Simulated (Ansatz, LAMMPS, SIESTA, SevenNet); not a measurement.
# Amorphous Zn20Hg10Se19S11: programs against cell size

Single points at Γ on cells of 60, 120, 240 and 360 atoms, calculated with Ansatz 0.2.0, SIESTA 5.4.2 and SevenNet 0.

Smallest cell: 60 atoms (20 Zn, 10 Hg, 19 Se, 11 S) placed at random at 6.05 g/cm³, melted at 2500 K for 10 ps at fixed volume with the Stillinger-Weber II-VI potential (Zhou et al., Phys. Rev. B 88, 085309 (2013)). Quenched from 2500 K to 500 K at 100 K/ps and fixed volume, held 5 ps.

Largest cell: 360 atoms (120 Zn, 60 Hg, 114 Se, 66 S) placed at random at 6.05 g/cm³, melted at 2500 K for 10 ps at fixed volume with the Stillinger-Weber II-VI potential (Zhou et al., Phys. Rev. B 88, 085309 (2013)). Quenched from 2500 K to 500 K at 100 K/ps and fixed volume, held 5 ps.

The programs:
- SIESTA: numerical atomic orbitals, whose automatically made sets are far from complete, with PseudoDojo norm-conserving potentials that we converted to its format (checked against plane waves on the same files for H, C, O, Si, Ge and Ca alone); labels give functional, basis size, energy shift and mesh cutoff.
- SevenNet: machine-learned potential, published weights.
- Ansatz: Kohn-Sham DFT, PBE, PAW, PAW set soft_2, the reference where it ran.

Q: Predict time, memory and force differences at each size for: Ansatz plane waves; Ansatz support functions; SIESTA PBE, SZ, shift 0.02 Ry, mesh 350 Ry; SIESTA PBE, DZP, shift 0.01 Ry, mesh 350 Ry; SevenNet 0 potential.

CPU time (Arm Neoverse V1, shared host; 4 to 8 cores a run):

```
                                     method  60 atoms  120 atoms  240 atoms  360 atoms
                         Ansatz plane waves   1.8 min     10 min          -          -
                   Ansatz support functions         -          -     88 min      2.1 h
 SIESTA PBE, SZ, shift 0.02 Ry, mesh 350 Ry   2.1 min    4.1 min          -          -
SIESTA PBE, DZP, shift 0.01 Ry, mesh 350 Ry   3.1 min    9.2 min          -          -
                       SevenNet 0 potential     9.6 s      9.7 s       11 s       11 s
```

Peak memory (GiB):

```
                                     method  60 atoms  120 atoms  240 atoms  360 atoms
                         Ansatz plane waves       2.2        6.1          -          -
                   Ansatz support functions         -          -         11         13
 SIESTA PBE, SZ, shift 0.02 Ry, mesh 350 Ry       1.0        1.4          -          -
SIESTA PBE, DZP, shift 0.01 Ry, mesh 350 Ry       1.5        2.2          -          -
                       SevenNet 0 potential      0.67       0.87        1.2        1.6
```

Force difference from the reference run of the same size, per cent of its r.m.s. force:

```
                                     method  60 atoms  120 atoms  240 atoms  360 atoms
                         Ansatz plane waves      ref.       ref.          -          -
                   Ansatz support functions         -          -       ref.       ref.
 SIESTA PBE, SZ, shift 0.02 Ry, mesh 350 Ry       306        380          -          -
SIESTA PBE, DZP, shift 0.01 Ry, mesh 350 Ry        33         41          -          -
                       SevenNet 0 potential        29         33         28         31
```

CPU time is summed over cores on a shared host, where runs went side by side, so it is rough. Symmetry, cutoffs, thresholds, outputs and thread counts weren't matched or tuned between programs; memory under MPI is the largest rank's times the ranks.

A dash marks a run that wasn't made or didn't finish, or, in the force table, a size without a reference.

Each size is a configuration of its own, and Γ sampling tightens with size. Machine-learned potentials mimic data converged in k, so the reference's own k-point error enters their differences. The quench rate of 100 K/ps is many orders above laboratory rates, so the cell is likely richer in defects and strain than a real sample. The network of bonds at the start is that of the classical potential that made the cell, and needn't be the one that DFT or experiment would give. Spin–orbit coupling is left out, which matters for the levels of the heavy elements.

[Logs are printed without paths, hosts, clocks, repeated set-up lines and the standing remarks that a program may print on its own settings, such as how far it seeks lower states.]

[Hosts, paths, dates, database ids (printed as entryN), source tags and the programs' standing remarks are cut or masked in the printed files.]
